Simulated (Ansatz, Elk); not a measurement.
# Mg4SeS3: X-ray structure factors from the self-consistent density

Structure refinements treat a crystal as free atoms side by side. For a made-up structure of Mg4SeS3 (cell and positions from a PBE relaxation) the runs below show what the calculated density changes in F(hkl).

Program: Elk 11.2.3 (patched build). Level of theory: DFT, PBE, all-electron APW+lo, Dirac cores, scalar-relativistic bands, static density, no spin. Results are calculated unless marked as measured.

The structure was built from a prototype and need not be the compound's stable phase.

### Step 1. The structure

It takes space group P-4m2 (No. 115, tetragonal). Conventional cell: a = 4.084 Å, b = 4.084 Å, c = 11.521 Å, α = 90.00°, β = 90.00°, γ = 90.00°. Nearest to Se lie 4 Mg at 2.57 Å. Nearest to S lie 4 Mg at 2.48 Å. S has 4 Mg at 2.47 Å nearest. Nearest to Mg lie 4 S at 2.47 to 2.48 Å. Mg has 2 S at 2.48 Å and 2 Se at 2.57 Å nearest. Farther neighbours and most contacts between anions are not listed.

### Step 2. Ground state and structure factors

An all-electron density is needed, since X-rays see the cores too. Task 0 finds the density and task 195 Fourier-transforms it; tshift is off so that phases refer to the origin typed.

File elk.in:

```
tasks
  0
  195

xctype
  20

spinpol
  .false.

rgkmax
  7.0

gmaxvr
  14.0

lmaxo
  7

lmaxapw
  8

swidth
  0.002

tshift
  .false.

ramdisk
  .false.

hmaxvr
  5.5

maxscl
  120

epspot
  1e-06

sppath
  './'

avec
  7.71760413608 -0.00000000000 -0.00000000000
  -0.00000000000 7.71760413608 0.00000000000
  -0.00000000000 0.00000000000 21.77129133049

atoms
  3
  'Se.in'
  1
  -0.0000000000 0.0000000000 0.5000000000   0.000000 0.000000 0.000000
  'S.in'
  3
  0.5000000000 0.5000000000 0.7573975396   0.000000 0.000000 0.000000
  -0.0000000000 0.0000000000 0.0000000000   0.000000 0.000000 0.000000
  0.5000000000 0.5000000000 0.2426024604   0.000000 0.000000 0.000000
  'Mg.in'
  4
  0.0000000000 0.5000000000 0.8788266695   0.000000 0.000000 0.000000
  0.5000000000 0.0000000000 0.1211733305   0.000000 0.000000 0.000000
  0.0000000000 0.5000000000 0.3646025794   0.000000 0.000000 0.000000
  0.5000000000 0.0000000000 0.6353974206   0.000000 0.000000 0.000000

ngridk
  6 6 2
```

On the command line:

```bash
> OMP_NUM_THREADS=4 elk
```

Numbers of over 12 decimals in the logs are rounded to 6 here.

The program printed:

```text
┌─────────────────────────┐
│ Elk code version 11.2.3 │
└─────────────────────────┘

All units are atomic (Hartree, Bohr, etc.)

┌─────────────────────────────────────────────────┐
│ Ground-state run starting from atomic densities │
└─────────────────────────────────────────────────┘

Lattice vectors :
   7.717604136      -0.000000000      -0.000000000
  -0.000000000       7.717604136       0.000000000
  -0.000000000       0.000000000       21.77129133

Reciprocal lattice vectors :
  0.8141367705       0.000000000       0.000000000
   0.000000000      0.8141367705       0.000000000
   0.000000000       0.000000000      0.2885995696

Unit cell volume      :    1296.728888
Brillouin zone volume :   0.1912891861

Muffin-tin inner radius fraction :   0.1000000000E-01

Nuclei treated as point charges

Species : 1 (Se)
 parameters loaded from : Se.in
 name : selenium
 nuclear charge    :   -34.00000000
 electronic charge :    34.00000000
 atomic mass :    143935.2749
 muffin-tin radius :    2.400000000
 number of radial points in muffin-tin :    993
 inner part over the whole radius :   0.9976188588E-02
 number on inner part of muffin-tin    :    703
 approximate nuclear radius :   0.7785908700E-04
 number of mesh points to nuclear radius :    342
 atomic positions (lattice), magnetic fields (Cartesian) :
  1 :   0.00000000  0.00000000  0.50000000    0.00000000  0.00000000  0.00000000

Species : 2 (S)
 parameters loaded from : S.in
 name : sulphur
 nuclear charge    :   -16.00000000
 electronic charge :    16.00000000
 atomic mass :    58450.91931
 muffin-tin radius :    2.200000000
 number of radial points in muffin-tin :    793
 inner part over the whole radius :   0.9890556315E-02
 number on inner part of muffin-tin    :    554
 approximate nuclear radius :   0.6195814986E-04
 number of mesh points to nuclear radius :    251
 atomic positions (lattice), magnetic fields (Cartesian) :
  1 :   0.50000000  0.50000000  0.75739754    0.00000000  0.00000000  0.00000000
  2 :   0.00000000  0.00000000  0.00000000    0.00000000  0.00000000  0.00000000
  3 :   0.50000000  0.50000000  0.24260246    0.00000000  0.00000000  0.00000000

Species : 3 (Mg)
 parameters loaded from : Mg.in
 name : magnesium
 nuclear charge    :   -12.00000000
 electronic charge :    12.00000000
 atomic mass :    44305.30466
 muffin-tin radius :    2.200000000
 number of radial points in muffin-tin :    793
 inner part over the whole radius :   0.9941530515E-02
 number on inner part of muffin-tin    :    552
 approximate nuclear radius :   0.5710277704E-04
 number of mesh points to nuclear radius :    241
 atomic positions (lattice), magnetic fields (Cartesian) :
  1 :   0.00000000  0.50000000  0.87882667    0.00000000  0.00000000  0.00000000
  2 :   0.50000000  0.00000000  0.12117333    0.00000000  0.00000000  0.00000000
  3 :   0.00000000  0.50000000  0.36460258    0.00000000  0.00000000  0.00000000
  4 :   0.50000000  0.00000000  0.63539742    0.00000000  0.00000000  0.00000000

Total number of atoms per unit cell :    8
Total muffin-tin volume :    370.1215025
 ratio of muffin-tin to unit cell volume :   0.2854270511

Spin treatment :
 spin-unpolarised

Number of Bravais lattice symmetries :   16
Number of crystal symmetries         :    8
Crystal has no inversion symmetry
Complex Hermitian eigensolver will be used

k-point grid :      6     6     2
k-point offset :    0.000000000       0.000000000       0.000000000
k-point set is reduced with full crystal symmetry group
Total number of k-points :       20

Muffin-tin radius times maximum |G+k| :    7.000000000
 using average radius
Maximum |G+k| for APW functions       :    3.146067416
Maximum (1/2)|G+k|²                   :    4.948870092
Maximum |G| for potential and density :    14.00000000
Constant for pseudocharge density :    8
 order of it for each species :   15  15  15
 order of it for pair densities of each species (exact exchange by exxq0 0: 16) :   11   9   9
Radial integration step length :    1

[...]
Madelung                    :     -5347.1495320354
 xc potential                :     -313.69539873086
 exchange                    :     -226.08867887840
 correlation                 :     -5.309862
 electron entropic           :    -0.46911898535957E-11
 total energy                :     -4433.8321751683

Density of states at Fermi energy :   0.5026784692E-07
 (states/Hartree/unit cell)

Estimated indirect band gap :   0.1207910442
 from k-point 4 to k-point 1
Estimated direct band gap   :   0.1253859283
 at k-point 1

Charges :
 core                        :    56.00000000
 valence                     :    74.00000000
 interstitial                :    10.90043562
 muffin-tins (core leakage)
  species : 1 (Se)
[...]
species : 2 (S)
[...]
species : 3 (Mg)
[...]
total in muffin-tins        :    119.0995644
 total calculated charge     :    129.9993492
 total charge                :    130.0000000
 error                       :   0.6507637673E-03

RMS change in Kohn-Sham potential (target) :   0.6516224398     (  0.1000000000E-05)
Absolute change in total energy (target)   :    3.131333088     (  0.1000000000E-03)

[... loops 3 to 13 left out ...]

┌──────────────────┐
│ Loop number : 14 │
└──────────────────┘

Energies :
 Fermi                       :     0.101264
 sum of occupied eigenvalues :     -2504.8119457077
 electron kinetic            :      4493.5827604193
 core electron kinetic       :      3982.8533720795
 Coulomb                     :     -8692.1635717438
 Coulomb potential           :     -6699.2172914741
 nuclear-nuclear             :     -560.57545339297
 electron-nuclear            :     -9574.2081880417
 Hartree                     :      1442.6200696909
 Madelung                    :     -5342.5549260067
 xc potential                :     -299.17741465285
 exchange                    :     -225.66874087949
 correlation                 :     -5.312909
 electron entropic           :    -0.47287779163997E-11
 total energy                :     -4429.5624611684

Density of states at Fermi energy :   0.5026807234E-07
 (states/Hartree/unit cell)

Estimated indirect band gap :   0.1059720417
 from k-point 4 to k-point 1
Estimated direct band gap   :   0.1082311089
 at k-point 1

Charges :
 core                        :    56.00000000
 valence                     :    74.00000000
 interstitial                :    11.54348874
 muffin-tins (core leakage)
  species : 1 (Se)
[...]
species : 2 (S)
[...]
species : 3 (Mg)
[...]
total in muffin-tins        :    118.4565113
 total calculated charge     :    129.9993583
 total charge                :    130.0000000
 error                       :   0.6417303430E-03

RMS change in Kohn-Sham potential (target) :   0.2661531813E-06 (  0.1000000000E-05)
Absolute change in total energy (target)   :   0.7633893711E-04 (  0.1000000000E-03)

Convergence targets achieved

┌──────────────────┐
│ Loop number : 15 │
└──────────────────┘

Energies :
 Fermi                       :     0.101265
 sum of occupied eigenvalues :     -2504.8119311075
 electron kinetic            :      4493.5827702776
 core electron kinetic       :      3982.8533775510
 Coulomb                     :     -8692.1635696543
 Coulomb potential           :     -6699.2172897476
 nuclear-nuclear             :     -560.57545339297
 electron-nuclear            :     -9574.2081844991
 Hartree                     :      1442.6200682378
 Madelung                    :     -5342.5549247805
 xc potential                :     -299.17741163756
 exchange                    :     -225.66874066706
 correlation                 :     -5.312909
 electron entropic           :    -0.47287773339892E-11
 total energy                :     -4429.5624490304

Density of states at Fermi energy :   0.5026807206E-07
 (states/Hartree/unit cell)

Estimated indirect band gap :   0.1059719125
 from k-point 4 to k-point 1
Estimated direct band gap   :   0.1082309800
 at k-point 1

Charges :
 core                        :    56.00000000
 valence                     :    74.00000000
 interstitial                :    11.54348842
 muffin-tins (core leakage)
  species : 1 (Se)
[...]
species : 2 (S)
[...]
species : 3 (Mg)
[...]
atom 2                    :    10.49607694     ( -0.9828258740E-07)
   atom 3                    :    10.49214300     ( -0.9828258829E-07)
   atom 4                    :    10.49214300     ( -0.9828258829E-07)
 total in muffin-tins        :    118.4565116
 total calculated charge     :    129.9993583
 total charge                :    130.0000000
 error                       :   0.6417309440E-03

┌──────────────────────────────┐
│ Self-consistent loop stopped │
└──────────────────────────────┘

Wrote STATE.OUT
```

Wall time 94 s (4 threads of Arm Neoverse V1, shared host); peak memory 0.27 GiB.

SFACRHO.OUT:

```text

h k l indices transformed by vhmat matrix:
   1.000000000       0.000000000       0.000000000    
   0.000000000       1.000000000       0.000000000    
   0.000000000       0.000000000       1.000000000    

      h      k      l  multipl.   |H|            Re(F)            Im(F)           |F|

      0      0      0      1   0.0000000       130.00000      0.19053430E-15   130.00000    
      0      0      1      2  0.28859957      -14.899308      0.22494660E-14   14.899308    
      0      0     -2      2  0.57719914       15.826058      0.78731312E-14   15.826058    
      1      0      0      4  0.81413677       16.929390     -0.13507562E-13   16.929390    
     -1      0      1      4  0.86377566      -18.087644       1.2168266       18.128529    
     -1      0     -1      4  0.86377566      -18.087644      -1.2168266       18.128529    
      0      0     -3      2  0.86579871      -17.164374     -0.28118326E-13   17.164374    
      0      1      2      4  0.99798674       67.997370       37.713922       77.755914    
      0      1     -2      4  0.99798674       67.997370      -37.713922       77.755914    
      1      1      0      4   1.1513633       28.001032      0.35744996E-14   28.001032    
      0      0     -4      2   1.1543983       28.233680      0.21369927E-13   28.233680    
     -1     -1     -1      8   1.1869823      -16.162667     -0.33741991E-14   16.162667    
      0      1      3      4   1.1884553      -12.787143       3.6052817       13.285672    
      1      0      3      4   1.1884553      -12.787143      -3.6052817       13.285672    
      1     -1     -2      8   1.2879426       17.430300      0.11247330E-14   17.430300    
      1      0      4      4   1.4126054       15.959794       2.7540845       16.195678    
      0     -1      4      4   1.4126054       15.959794      -2.7540845       16.195678    
     -1      1     -3      8   1.4405710      -21.523898     -0.11809697E-13   21.523898
```

Elk indexes on the primitive cell of elk.in and gives |H| = 4π sin θ/λ in inverse bohr. Below, one row stands for each form hkl of the conventional cell (m members, Friedel mates merged), F is for one primitive cell and the density is static (no thermal factor). Free-atom factors are Waasmaier and Kirfel's, and R is Σm||F|−|F'||/Σm|F|.

| hkl | m | sin θ/λ (Å⁻¹) | abs F, DFT | neutral atoms | diff. | abs of complex diff. |
| --- | --- | --- | --- | --- | --- | --- |
| 001 | 2 | 0.043 | 14.899 | 14.896 | +0.004 | 0.004 |
| 002 | 2 | 0.087 | 15.826 | 15.798 | +0.029 | 0.029 |
| 100 | 4 | 0.122 | 16.929 | 16.983 | -0.054 | 0.054 |
| 101 | 8 | 0.130 | 18.128 | 18.149 | -0.020 | 0.021 |
| 003 | 2 | 0.130 | 17.164 | 17.059 | +0.105 | 0.105 |
| 102 | 8 | 0.150 | 77.756 | 76.760 | +0.996 | 1.203 |
| 110 | 4 | 0.173 | 28.001 | 27.216 | +0.785 | 0.785 |
| 004 | 2 | 0.174 | 28.234 | 27.478 | +0.756 | 0.756 |
| 111 | 8 | 0.178 | 16.163 | 16.245 | -0.082 | 0.082 |
| 103 | 8 | 0.179 | 13.286 | 13.409 | -0.123 | 0.124 |
| 112 | 8 | 0.194 | 17.430 | 17.488 | -0.058 | 0.058 |
| 104 | 8 | 0.212 | 16.196 | 16.268 | -0.072 | 0.073 |
| 113 | 8 | 0.217 | 21.524 | 21.574 | -0.050 | 0.050 |
| 005 | 2 | 0.217 | 16.460 | 16.522 | -0.062 | 0.062 |
| 200 | 4 | 0.245 | 87.654 | 87.867 | -0.213 | 0.213 |
| 114 | 8 | 0.245 | 86.636 | 86.844 | -0.208 | 0.208 |
| 201 | 8 | 0.249 | 13.089 | 13.129 | -0.039 | 0.040 |
| 105 | 8 | 0.249 | 20.079 | 20.183 | -0.105 | 0.107 |
| 202 | 8 | 0.260 | 13.657 | 13.698 | -0.041 | 0.044 |
| 006 | 2 | 0.260 | 19.382 | 19.448 | -0.067 | 0.067 |
| 210 | 8 | 0.274 | 14.650 | 14.696 | -0.046 | 0.046 |
| 211 | 16 | 0.277 | 15.492 | 15.544 | -0.052 | 0.052 |

### Step 3. The highest occupied states alone

An energy window below the Fermi level keeps the highest occupied states, to see at which angles they scatter; shallow core shells can lie inside it and anion s states outside. No new self-consistency is needed.

elk.in, as its differences from that of step 2:

```diff
@@ -1,3 +1,2 @@
 tasks
-  0
   195
@@ -40,2 +39,5 @@
 
+wsfac
+  -0.449980 0.401260
+
 sppath
```

On the command line:

```bash
> OMP_NUM_THREADS=4 elk
```

The program printed:

```text
┌─────────────────────────────────┐
│ Elk code version 11.2.3 started │
└─────────────────────────────────┘

Info(readinput): the functional depends on the density's gradient
 muffin-tin radial points multiplied by    2.00000
 (not where nrmtscf is given)

┌────────────────────┐
│ Current task : 195 │
└────────────────────┘

Info(sfacrho): density structure factors written to SFACRHO.OUT

 Energy window :  -0.4499800000      0.4012600000

┌──────────────────┐
│ Elk code stopped │
└──────────────────┘
```

It took 26 s on 4 threads; peak memory 0.19 GiB; 29 s of CPU time.

States within 15 eV below the Fermi level hold 32.00 electrons; any levels below the window count with the cores. Their amplitudes can exceed the total, where window and core parts have opposite phase:

| hkl | sin θ/λ (Å⁻¹) | abs F, window | abs F, all |
| --- | --- | --- | --- |
| 001 | 0.043 | 0.804 | 14.899 |
| 002 | 0.087 | 0.305 | 15.826 |
| 100 | 0.122 | 0.380 | 16.929 |
| 101 | 0.130 | 0.068 | 18.128 |
| 003 | 0.130 | 0.566 | 17.164 |
| 102 | 0.150 | 12.456 | 77.756 |
| 110 | 0.173 | 9.118 | 28.001 |
| 004 | 0.174 | 8.982 | 28.234 |
| 111 | 0.178 | 0.691 | 16.163 |
| 103 | 0.179 | 1.144 | 13.286 |

### Step 4. Another functional

The difference from free atoms is small, so it is set against the change that LDA (Perdew-Wang) makes.

elk.in, as its differences from that of step 3:

```diff
@@ -1,2 +1,3 @@
 tasks
+  0
   195
@@ -4,3 +5,3 @@
 xctype
-  20
+  3
 
@@ -39,5 +40,2 @@
 
-wsfac
-  -0.449980 0.401260
-
 sppath
```

On the command line:

```bash
> OMP_NUM_THREADS=4 elk
```

The program printed:

```text
┌─────────────────────────┐
│ Elk code version 11.2.3 │
└─────────────────────────┘

All units are atomic (Hartree, Bohr, etc.)

┌─────────────────────────────────────────────────┐
│ Ground-state run starting from atomic densities │
└─────────────────────────────────────────────────┘

Lattice vectors :
   7.717604136      -0.000000000      -0.000000000
  -0.000000000       7.717604136       0.000000000
  -0.000000000       0.000000000       21.77129133

Reciprocal lattice vectors :
  0.8141367705       0.000000000       0.000000000
[...]
interstitial                :    11.58658705
 muffin-tins (core leakage)
  species : 1 (Se)
[...]
species : 2 (S)
[...]
species : 3 (Mg)
[...]
atom 3                    :    10.50571043     ( -0.1573064654E-05)
   atom 4                    :    10.50571043     ( -0.1573064654E-05)
 total in muffin-tins        :    118.4134129
 total calculated charge     :    129.9993900
 total charge                :    130.0000000
 error                       :   0.6100299886E-03

┌──────────────────────────────┐
│ Self-consistent loop stopped │
└──────────────────────────────┘

Wrote STATE.OUT
[key lines of the parts left out:]
total energy                :     -4419.5763229859
```

The job ended after 69 s (4 threads; peak memory 0.24 GiB; 3.7 min of CPU time).

Against the first run R = 0.09 %; the largest change is +0.098 at 204.

### Step 5. Basis size

The basis and the expansions that go with it are enlarged, to see whether the differences are converged.

elk.in, as its differences from that of step 4:

```diff
@@ -5,3 +5,3 @@
 xctype
-  3
+  20
 
@@ -11,12 +11,12 @@
 rgkmax
-  7.0
+  8.5
 
 gmaxvr
-  14.0
+  18.0
 
 lmaxo
-  7
+  9
 
 lmaxapw
-  8
+  10
```

On the command line:

```bash
> OMP_NUM_THREADS=4 elk
```

The program printed:

```text
┌─────────────────────────┐
│ Elk code version 11.2.3 │
└─────────────────────────┘

All units are atomic (Hartree, Bohr, etc.)

┌─────────────────────────────────────────────────┐
│ Ground-state run starting from atomic densities │
└─────────────────────────────────────────────────┘

Lattice vectors :
   7.717604136      -0.000000000      -0.000000000
  -0.000000000       7.717604136       0.000000000
  -0.000000000       0.000000000       21.77129133

Reciprocal lattice vectors :
  0.8141367705       0.000000000       0.000000000
[...]
interstitial                :    11.53414948
 muffin-tins (core leakage)
  species : 1 (Se)
[...]
species : 2 (S)
[...]
species : 3 (Mg)
[...]
atom 3                    :    10.49267152     ( -0.9828258873E-07)
   atom 4                    :    10.49267152     ( -0.9828258873E-07)
 total in muffin-tins        :    118.4658505
 total calculated charge     :    129.9996581
 total charge                :    130.0000000
 error                       :   0.3419462417E-03

┌──────────────────────────────┐
│ Self-consistent loop stopped │
└──────────────────────────────┘

Wrote STATE.OUT
[key lines of the parts left out:]
total energy                :     -4429.5679528994
```

Run time: 6.1 min. Hardware: 4 threads; peak memory 0.75 GiB; 20 min of CPU time.

Against the first run R = 0.01 %; the largest change is -0.007 at 330.

### Step 6. Settings against the effect

| run | R against the first run (%) | R against neutral atoms, low angle (%) | wall time |
| --- | --- | --- | --- |
| PBE, rgkmax 7 | 0.00 | 0.65 | 94 s |
| LDA (Perdew-Wang) | 0.09 | 0.61 | 69 s |
| rgkmax 8.5 with larger expansions | 0.01 | 0.65 | 6.1 min |

### Step 7. Results

| Property | Result |
| --- | --- |
| R against neutral atoms, sin θ/λ < 0.3 Å⁻¹ | 0.65 % |
| R against neutral atoms, 0.3 to 0.61 Å⁻¹ | 0.23 % |

**Reading.** Independent neutral atoms miss the calculated amplitudes by R = 0.65 % below 0.3 Å⁻¹ and 0.23 % from there to 0.61 Å⁻¹; by shells, 0.21 % below 0.15 Å⁻¹ (5 forms), 0.68 % 0.15 to 0.3 (21 forms), 0.26 % 0.3 to 0.45 (44 forms), 0.20 % above 0.45 (79 forms). Bonding, aspherical density and the tables' own atoms all enter these figures, and the runs don't part them. The largest change of an amplitude is +1.00 electrons, at 102. R counts amplitudes alone; phases shift too. The window's part falls from 32.0 electrons at the origin to at most 0.54 between 0.45 and 0.61 Å⁻¹. Below 0.3 Å⁻¹ the changes that finished (LDA (Perdew-Wang) and rgkmax 8.5 with larger expansions) move F by R = 0.04 % at most, against the 0.65 % that separates it from free atoms. The k-mesh has no finished test. Part of the difference isn't bonding: the tables are fits to free atoms and ions calculated by other methods than this functional. Thermal motion, anomalous dispersion and extinction are left out.

[Logs are printed without paths, hosts, clocks, repeated set-up lines and the standing remarks that a program may print on its own settings, such as how far it seeks lower states.]

[Hosts, paths, dates, database ids (printed as entryN), source tags and the programs' standing remarks are cut or masked in the printed files.]
